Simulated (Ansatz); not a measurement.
# Direct or indirect: BN (P6_3mc)

```cif
data_structure
_symmetry_space_group_name_H-M 'P 1'
_symmetry_Int_Tables_number 1
_cell_length_a 2.5360
_cell_length_b 2.5360
_cell_length_c 4.1990
_cell_angle_alpha 90.000
_cell_angle_beta 90.000
_cell_angle_gamma 120.000
_cell_volume 23.39
loop_
_atom_site_label
_atom_site_type_symbol
_atom_site_fract_x
_atom_site_fract_y
_atom_site_fract_z
_atom_site_occupancy
N1 N 0.33333 0.66667 0.87500 1
N2 N 0.66667 0.33333 0.37500 1
B1 B 0.33333 0.66667 0.50000 1
B2 B 0.66667 0.33333 0.00000 1
```

Method: Ansatz, PBE, independent particles, without spin-orbit coupling, line width 0.1 eV (Gaussian). The band structure gives a fundamental gap of 5.22 eV. The spectrum of vertical transitions near the edge:

| E (eV) | Im ε, E ∥ xy | Im ε, E ∥ z |
| --- | --- | --- |
| 4.74 | 0.00 | 0.00 |
| 4.92 | 0.00 | 0.00 |
| 5.10 | 0.00 | 0.00 |
| 5.28 | 0.00 | 0.00 |
| 5.46 | 0.00 | 0.00 |
| 5.64 | 0.00 | 0.00 |
| 5.82 | 0.00 | 0.00 |
| 6.00 | 0.00 | 0.00 |
| 6.18 | 0.00 | 0.00 |
| 6.36 | 0.00 | 0.00 |
| 6.54 | 0.00 | 0.00 |
| 6.72 | 0.00 | 0.00 |
| 6.90 | 0.00 | 0.00 |
| 7.08 | 0.00 | 0.00 |
| 7.26 | 0.00 | 0.00 |
| 7.44 | 0.00 | 0.00 |
| 7.62 | 0.00 | 0.00 |
| 7.80 | 0.00 | 0.00 |
| 7.98 | 0.00 | 0.00 |
| 8.16 | 0.00 | 0.00 |
| 8.34 | 0.01 | 0.01 |
| 8.52 | 0.08 | 0.42 |
| 8.70 | 0.34 | 1.64 |
| 8.88 | 0.49 | 2.11 |
| 9.06 | 0.68 | 2.87 |
| 9.24 | 0.93 | 3.68 |
| 9.42 | 1.33 | 4.69 |
| 9.60 | 2.06 | 6.43 |
| 9.78 | 2.58 | 8.73 |

**Question.** Is the gap direct or indirect, and about where do vertical transitions set in?

**Answer.** Indirect, by the band path, whose least direct gap is 8.35 eV. The curves fit this: they stay near zero above 5.22 eV and rise only from about 8.4 eV, though a forbidden direct transition would look alike. Lines are broadened by 0.1 eV, which spreads the edge, and phonons, which would give weak absorption from the fundamental gap up, are left out.

[Logs are printed without paths, hosts, clocks, repeated set-up lines and the standing remarks that a program may print on its own settings, such as how far it seeks lower states.]
